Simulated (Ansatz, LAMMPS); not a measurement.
# Aqueous Mg2+ and triflate, 1.1 mol of salt per kg of water, from a frame at 280 K (164 atoms): geometry optimisation, part 2 of 3

How does aqueous Mg2+ and triflate, 1.1 mol of salt per kg of water, from a frame at 280 K (164 atoms) relax, and what do bonds, charges and levels look like afterwards?

Ansatz 0.2.0; Kohn-Sham DFT, PBE+D4, PAW (set soft_2), plane waves.

The cell: 55 O, 2 S, 2 C, 6 F, 98 H and 1 Mg. The network of contacts between molecules at the start is that of the classical potential that made the cell. The density was typed from a rule of thumb and may lie off the real one at this temperature. Sampling is at Γ alone, for a cell whose shortest periodic width is 12 Å.

So far. Step 3 (Single point at the start): Neighbours are counted within 1.21 Å (H-O), 1.88 Å (O-S), 2.52 Å (O-Mg), 1.62 Å (F-C), 2.21 Å (C-S).

## (4) Relaxation

With the cell held, the atoms are moved downhill towards a nearby minimum.

File input.yaml:

```yaml
crystal:
  lattice:
    - [11.90521, 0.0, 0.0]
    - [0.0, 11.90521, 0.0]
    - [0.0, 0.0, 11.90521]
  atoms:
    [... the 164 atom lines of step 3 ...]
kpoints:
  mp_grid: { grid: [1, 1, 1] }
hamiltonian:
  xc: pbe
  dispersion: d4
scf:
  occupations: { method: fermi_dirac, width: 0.05 }
output:
  forces: true
relax:
  f_tol: 0.03
  max_steps: 200
```

Run with:

```console
$ ansatz run input.yaml --threads 4 --pin off --max-ram 8192MiB --backend cpu --events-out ev --progress --plain --runs-dir out
```

Numbers of over 12 decimals in the logs are rounded to 6 here.

The program printed:

```text
[...]
Crystal: 164 atoms, lattice volume = 1687.373 Å³
Basis set: ecut = 420 eV, 32987 PW (Γ), exchange–correlation on 160×160×160 points (8 copies of the dense FFT grid, shifted against one another)
Bands: 414, of which v1, the nominal top of the filled ones, is band 250 counted from 1 (249 counted from 0)
Symmetry: 1 space group operations
[...]
k-points: 1
[...]
SCF iter   1: F=—  HF=-41865.004639 eV  |F-HF|=—  |Δ(HF+E_count)|=         —  Δρ=3.93e-3  dr2=5.13e-1  ethr=1.77e-3  ⟨swp⟩=6.0  Hψ=1960  notcnv=0  defer=56
[...]
SCF iter   7: F=-41864.746437 eV  HF=-41864.746439 eV  |F-HF|=1.51e-6  |Δ(HF+E_count)|=   1.20e-5  Δρ=2.48e-5  dr2=8.17e-6  ethr=4.50e-9  ⟨swp⟩=3.0  Hψ=1306  notcnv=0
SCF 1 converged in 7 iterations: F = -41864.746437 eV  dr2 = 8.17e-6
[...]
relax step   1: F+E_penalty+E_count = -41864.74643721 eV  Δ(F+E_penalty+E_count) = +0.000e0 eV  max|allowed force component| = 4.123e0 eV/Å  Δτ_max = 0.0000 Å  (7 SCF iters, dr2 threshold 2.25e-5 eV, accepted)
[...]
relax step   2: F+E_penalty+E_count = -41869.54009524 eV  Δ(F+E_penalty+E_count) = -4.794e0 eV  max|allowed force component| = 2.040e0 eV/Å  Δτ_max = 0.1949 Å  (7 SCF iters, dr2 threshold 1.00e-4 eV, accepted)
[...]
relax step   3: F+E_penalty+E_count = -41871.77801123 eV  Δ(F+E_penalty+E_count) = -2.238e0 eV  max|allowed force component| = 1.385e0 eV/Å  Δτ_max = 0.1948 Å  (7 SCF iters, dr2 threshold 1.00e-4 eV, accepted)
relax step   4: F+E_penalty+E_count = -41872.69068015 eV  Δ(F+E_penalty+E_count) = -9.127e-1 eV  max|allowed force component| = 1.154e0 eV/Å  Δτ_max = 0.1946 Å  (7 SCF iters, dr2 threshold 1.00e-4 eV, accepted)
relax step   5: F+E_penalty+E_count = -41873.18810889 eV  Δ(F+E_penalty+E_count) = -4.974e-1 eV  max|allowed force component| = 8.160e-1 eV/Å  Δτ_max = 0.2000 Å  (6 SCF iters, dr2 threshold 1.00e-4 eV, accepted)
relax step   6: F+E_penalty+E_count = -41873.68413856 eV  Δ(F+E_penalty+E_count) = -4.960e-1 eV  max|allowed force component| = 8.024e-1 eV/Å  Δτ_max = 0.1904 Å  (6 SCF iters, dr2 threshold 1.00e-4 eV, accepted)
relax step   7: F+E_penalty+E_count = -41873.87003085 eV  Δ(F+E_penalty+E_count) = -1.859e-1 eV  max|allowed force component| = 1.026e0 eV/Å  Δτ_max = 0.1969 Å  (6 SCF iters, dr2 threshold 1.00e-4 eV, accepted)
relax step   8: F+E_penalty+E_count = -41874.05148915 eV  Δ(F+E_penalty+E_count) = -1.815e-1 eV  max|allowed force component| = 6.072e-1 eV/Å  Δτ_max = 0.2000 Å  (6 SCF iters, dr2 threshold 1.00e-4 eV, accepted)
relax step   9: F+E_penalty+E_count = -41874.20103532 eV  Δ(F+E_penalty+E_count) = -1.495e-1 eV  max|allowed force component| = 3.004e-1 eV/Å  Δτ_max = 0.1950 Å  (6 SCF iters, dr2 threshold 1.00e-4 eV, accepted)
relax step  10: F+E_penalty+E_count = -41874.29150919 eV  Δ(F+E_penalty+E_count) = -9.047e-2 eV  max|allowed force component| = 2.186e-1 eV/Å  Δτ_max = 0.1941 Å  (7 SCF iters, dr2 threshold 2.21e-5 eV, accepted)
relax step  11: F+E_penalty+E_count = -41874.31096537 eV  Δ(F+E_penalty+E_count) = -1.946e-2 eV  max|allowed force component| = 7.168e-1 eV/Å  Δτ_max = 0.1950 Å  (7 SCF iters, dr2 threshold 1.17e-5 eV, accepted)
relax step  12: F+E_penalty+E_count = -41874.38007635 eV  Δ(F+E_penalty+E_count) = -6.911e-2 eV  max|allowed force component| = 3.678e-1 eV/Å  Δτ_max = 0.1267 Å  (6 SCF iters, dr2 threshold 1.00e-4 eV, accepted)
relax step  13: F+E_penalty+E_count = -41874.46465834 eV  Δ(F+E_penalty+E_count) = -8.458e-2 eV  max|allowed force component| = 2.506e-1 eV/Å  Δτ_max = 0.2000 Å  (6 SCF iters, dr2 threshold 3.56e-5 eV, accepted)
relax step  14: F+E_penalty+E_count = -41874.48108903 eV  Δ(F+E_penalty+E_count) = -1.643e-2 eV  max|allowed force component| = 1.399e0 eV/Å  Δτ_max = 0.1949 Å  (7 SCF iters, dr2 threshold 1.65e-5 eV, accepted)
relax step  15: F+E_penalty+E_count = -41874.58699532 eV  Δ(F+E_penalty+E_count) = -1.059e-1 eV  max|allowed force component| = 4.966e-1 eV/Å  Δτ_max = 0.2000 Å  (6 SCF iters, dr2 threshold 1.00e-4 eV, accepted)
relax step  16: F+E_penalty+E_count = -41874.64750704 eV  Δ(F+E_penalty+E_count) = -6.051e-2 eV  max|allowed force component| = 2.193e-1 eV/Å  Δτ_max = 0.1909 Å  (6 SCF iters, dr2 threshold 3.11e-5 eV, accepted)
relax step  17: F+E_penalty+E_count = -41874.69757962 eV  Δ(F+E_penalty+E_count) = -5.007e-2 eV  max|allowed force component| = 2.197e-1 eV/Å  Δτ_max = 0.1923 Å  (7 SCF iters, dr2 threshold 6.06e-6 eV, accepted)
relax step  18: F+E_penalty+E_count = -41874.74252646 eV  Δ(F+E_penalty+E_count) = -4.495e-2 eV  max|allowed force component| = 1.841e-1 eV/Å  Δτ_max = 0.1959 Å  (7 SCF iters, dr2 threshold 9.42e-6 eV, accepted)
relax step  19: F+E_penalty+E_count = -41874.76897786 eV  Δ(F+E_penalty+E_count) = -2.645e-2 eV  max|allowed force component| = 3.686e-1 eV/Å  Δτ_max = 0.1490 Å  (7 SCF iters, dr2 threshold 2.38e-5 eV, accepted)
relax step  20: F+E_penalty+E_count = -41874.79097060 eV  Δ(F+E_penalty+E_count) = -2.199e-2 eV  max|allowed force component| = 1.395e-1 eV/Å  Δτ_max = 0.1415 Å  (6 SCF iters, dr2 threshold 9.53e-5 eV, accepted)
relax step  21: F+E_penalty+E_count = -41874.81550315 eV  Δ(F+E_penalty+E_count) = -2.453e-2 eV  max|allowed force component| = 2.822e-1 eV/Å  Δτ_max = 0.1901 Å  (7 SCF iters, dr2 threshold 2.79e-6 eV, accepted)
relax step  22: F+E_penalty+E_count = -41874.84054641 eV  Δ(F+E_penalty+E_count) = -2.504e-2 eV  max|allowed force component| = 3.758e-1 eV/Å  Δτ_max = 0.1931 Å  (6 SCF iters, dr2 threshold 1.14e-5 eV, accepted)
relax step  23: F+E_penalty+E_count = -41874.87166354 eV  Δ(F+E_penalty+E_count) = -3.112e-2 eV  max|allowed force component| = 3.597e-1 eV/Å  Δτ_max = 0.1939 Å  (5 SCF iters, dr2 threshold 1.00e-4 eV, accepted)
relax step  24: F+E_penalty+E_count = -41874.90681706 eV  Δ(F+E_penalty+E_count) = -3.515e-2 eV  max|allowed force component| = 2.406e-1 eV/Å  Δτ_max = 0.1956 Å  (5 SCF iters, dr2 threshold 1.00e-4 eV, accepted)
relax step  25: F+E_penalty+E_count = -41874.94220875 eV  Δ(F+E_penalty+E_count) = -3.539e-2 eV  max|allowed force component| = 2.196e-1 eV/Å  Δτ_max = 0.1993 Å  (6 SCF iters, dr2 threshold 2.59e-5 eV, accepted)
relax step  26: F+E_penalty+E_count = -41874.96474823 eV  Δ(F+E_penalty+E_count) = -2.254e-2 eV  max|allowed force component| = 1.291e-1 eV/Å  Δτ_max = 0.1943 Å  (6 SCF iters, dr2 threshold 2.16e-5 eV, accepted)
relax step  27: F+E_penalty+E_count = -41874.97358343 eV  Δ(F+E_penalty+E_count) = -8.835e-3 eV  max|allowed force component| = 9.180e-2 eV/Å  Δτ_max = 0.0588 Å  (6 SCF iters, dr2 threshold 5.76e-6 eV, accepted)
relax step  28: F+E_penalty+E_count = -41874.97755348 eV  Δ(F+E_penalty+E_count) = -3.970e-3 eV  max|allowed force component| = 5.997e-2 eV/Å  Δτ_max = 0.0502 Å  (6 SCF iters, dr2 threshold 2.91e-6 eV, accepted)
relax step  29: F+E_penalty+E_count = -41874.97868341 eV  Δ(F+E_penalty+E_count) = -1.130e-3 eV  max|allowed force component| = 3.891e-2 eV/Å  Δτ_max = 0.0246 Å  (6 SCF iters, dr2 threshold 1.54e-6 eV, accepted)
[...]
relax step  30: F+E_penalty+E_count = -41874.98047368 eV  Δ(F+E_penalty+E_count) = -1.790e-3 eV  max|allowed force component| = 2.663e-2 eV/Å  Δτ_max = 0.0246 Å  (8 SCF iters, accepted)
SCF converged after 8 iterations
Free energy (F): -41874.980474 eV
[...]
Internal energy: -41874.980474 eV  (E = F + TS)
E sigma→0 (E₀):  -41874.980474 eV
Fermi energy:    0.478266 eV
[...]
--- Forces (eV/Å), atoms counted from 1 ---
  atom   1  O     -0.00446405    -0.00745556     0.00258957
  atom   2  S      0.00570964     0.01249656    -0.00474022
  atom   3  O      0.00093625    -0.00751683     0.00244696
  atom   4  O     -0.00477435     0.00463390     0.00447111
  atom   5  C     -0.00337605     0.00570507    -0.00306100
  atom   6  F      0.00162209    -0.00102804    -0.00352634
  atom   7  F      0.00185567    -0.00242480     0.00030009
  atom   8  F      0.00144199    -0.00555992    -0.00151332
  atom   9  O     -0.00338964     0.00430081     0.00308718
  atom  10  S     -0.00597728     0.01216470     0.00057132
  atom  11  O      0.00262801     0.00625949     0.00272674
  atom  12  O      0.00641243    -0.01161824    -0.00277626
  atom  13  C      0.00695050    -0.00607665    -0.00062876
  atom  14  F     -0.00259239     0.00052838     0.00426886
[...]
atom 163  H     -0.00516828     0.00595505    -0.00070397
  atom 164  Mg    -0.01031695    -0.00453257    -0.00041475
  max |Σ_I F_I| component: 1.83e-4 eV/Å
--- Relaxed structure (30 steps of the walk, 30 accepted, 0 SCFs on fresh bases) ---
  F+E_penalty+E_count = -41874.98047368 eV   max|allowed force component| = 2.663e-2 eV/Å
  atoms:
    - { symbol: O, position: [0.884313, 0.384604, 0.463721] }
    - { symbol: S, position: [0.919395, 0.502088, 0.475021] }
    - { symbol: O, position: [0.824956, 0.582357, 0.476764] }
    - { symbol: O, position: [0.011662, 0.534980, 0.400189] }
[...]
- { symbol: Mg, position: [0.652136, 0.143818, 0.601882] }
```

It took 10 min on 4 threads of Arm Neoverse V2, shared host; peak memory 2.2 GiB; 33 min of CPU time.

Relaxation path (22 of 30):

```csv
step,energy less that of the first step (eV),largest force component (eV/Å)
1,0.0000,4.1227
2,-4.7937,2.0404
4,-7.9442,1.1541
5,-8.4417,0.8160
7,-9.1236,1.0257
8,-9.3051,0.6072
9,-9.4546,0.3004
11,-9.5645,0.7168
12,-9.6336,0.3678
13,-9.7182,0.2506
15,-9.8406,0.4966
16,-9.9011,0.2193
18,-9.9961,0.1841
19,-10.0225,0.3686
20,-10.0445,0.1395
22,-10.0941,0.3758
23,-10.1252,0.3597
24,-10.1604,0.2406
26,-10.2183,0.1291
27,-10.2271,0.0918
29,-10.2322,0.0389
30,-10.2340,0.0266
```

The atoms that moved most (Å):

```csv
atom,dx,dy,dz,length
O161,1.636,1.574,0.564,2.339
H162,1.287,1.152,0.348,1.762
H163,1.249,1.199,0.269,1.752
H139,-1.199,-0.689,-0.591,1.504
H129,-0.626,-1.252,-0.080,1.402
H87,-0.318,-0.050,-1.347,1.385
H111,0.951,0.756,0.352,1.265
F6,-0.104,-1.055,-0.614,1.225
```

The relaxation changed the energy by -62.4 meV/atom, and atoms moved by 0.73 Å r.m.s., 2.3 Å at most.

## (5) Local order after relaxation

Bonds before and after, by the cutoffs listed below:

```csv
pair,bonds before,bonds after,mean before (Å),mean after (Å),spread before (Å),spread after (Å)
H-O,98,98,1.000,0.992,0.000,0.009
O-S,6,6,1.440,1.470,0.023,0.003
O-Mg,6,6,2.062,2.102,0.036,0.047
F-C,6,6,1.397,1.341,0.028,0.004
C-S,2,2,1.894,1.879,0.007,0.002
```

Density 1.19 g/cm³, 10.29 Å³ an atom.

g(r), total and by pair (bins of 0.2 Å):

```csv
r (Å),total,H-H,H-O,H-F,H-C,H-S,H-Mg
0.90,4.09,0.00,10.20,0.00,0.00,0.00,0.00
1.10,0.95,0.00,2.37,0.00,0.00,0.00,0.00
1.30,0.17,0.00,0.00,0.00,0.00,0.00,0.00
1.50,0.99,2.34,0.05,0.00,0.00,0.00,0.00
1.70,1.05,0.42,2.24,0.00,0.00,0.00,0.00
1.90,0.61,0.04,1.42,0.00,0.00,0.00,0.00
2.10,0.70,1.49,0.09,0.00,0.00,0.00,0.00
2.30,0.72,1.98,0.02,0.00,0.00,0.00,0.00
2.50,0.48,1.19,0.00,0.00,0.00,0.00,0.00
2.70,0.84,0.39,0.10,0.76,0.00,1.83,7.40
2.90,0.88,0.68,0.68,1.34,0.00,2.04,3.35
3.10,1.07,0.46,1.94,0.57,0.00,1.08,0.00
3.30,1.08,0.88,1.61,1.16,0.65,0.30,0.00
3.50,1.00,0.99,1.25,0.93,1.14,0.00,0.00
3.70,1.10,1.38,0.92,0.99,1.49,0.73,0.00
3.90,1.10,1.24,1.03,1.05,1.14,0.67,0.00
4.10,1.05,1.06,0.96,1.09,2.25,1.01,0.00
4.30,0.95,0.99,0.93,0.87,1.09,1.49,0.00
4.50,1.06,1.10,0.97,1.23,1.52,1.52,1.33
4.70,1.08,1.02,1.01,1.13,1.24,1.71,1.86
4.90,1.02,0.94,0.97,1.47,1.15,1.02,1.71
5.10,1.04,0.95,1.08,1.19,1.33,1.18,1.07
5.30,0.97,0.94,1.02,1.09,1.58,0.97,1.46
5.50,1.02,1.04,1.04,1.24,0.79,0.67,1.37
5.70,0.90,0.79,0.98,0.98,0.74,1.28,1.29
5.90,0.98,1.04,0.88,1.06,1.28,1.27,0.40
```

Bonds by pair of elements; cutoffs follow the first minimum of g(r), held within bounds set by covalent radii, and pairs that aren't listed don't count as bonded:

```csv
pair A-B,cutoff (Å),bonds,mean length (Å),spread (Å),shortest (Å),B about A,A about B
H-O,1.21,98,0.992,0.009,0.971,1,1.78
O-S,1.88,6,1.47,0.003,1.47,0.109,3
O-Mg,2.58,6,2.10,0.047,2.04,0.109,6
F-C,1.62,6,1.34,0.004,1.34,1,3
C-S,2.21,2,1.88,0.002,1.88,1,1
```

How many atoms have how many bonded neighbours:

```csv
element,mean,1,2,3,4,6
C,4,0,0,0,2,0
F,1,6,0,0,0,0
H,1,98,0,0,0,0
Mg,6,0,0,0,0,1
O,2,6,43,6,0,0
S,4,0,0,0,2,0
```

Bond angles (no mean is given where the spread exceeds 20°):

```csv
angle,count,mean (°),spread (°)
H-O-H,49,105,2.2
O-Mg-O,15,-,-
H-O-Mg,12,124,8.3
F-C-S,6,110,0.5
F-C-F,6,109,0.2
```

Hydrogen bonds between water molecules (O–O under 3.5 Å, H–O···O angle under 30°):

```csv
hydrogen bonds to other water,molecules
0,1
1,2
2,4
3,12
4,28
5,2
```

First shells of the ions:

```csv
ion,count,shell,mean number
Mg,1,water O within 2.8 A,6
```

Bond length by coordination (bonds to H left out):

```csv
element,coordination,atoms,mean bond length (Å)
O,1,6,1.47
O,3,6,2.10
```

By these cutoffs all C atoms have 4, all F atoms have 1, all H atoms have 1 and all Mg atoms have 6 bonded neighbours. The H-O-H angle averages 105° with a spread of 2°. The 49 water molecules hold 3.43 hydrogen bonds each to other water on average, with a mean O–O distance of 2.75 Å. Ion shells in this frame: Mg 6.0 (water O within 2.8 Å).

[end of part 2 of 3]

[Logs are printed without paths, hosts, clocks, repeated set-up lines and the standing remarks that a program may print on its own settings, such as how far it seeks lower states.]

[Hosts, paths, dates, database ids (printed as entryN), source tags and the programs' standing remarks are cut or masked in the printed files.]
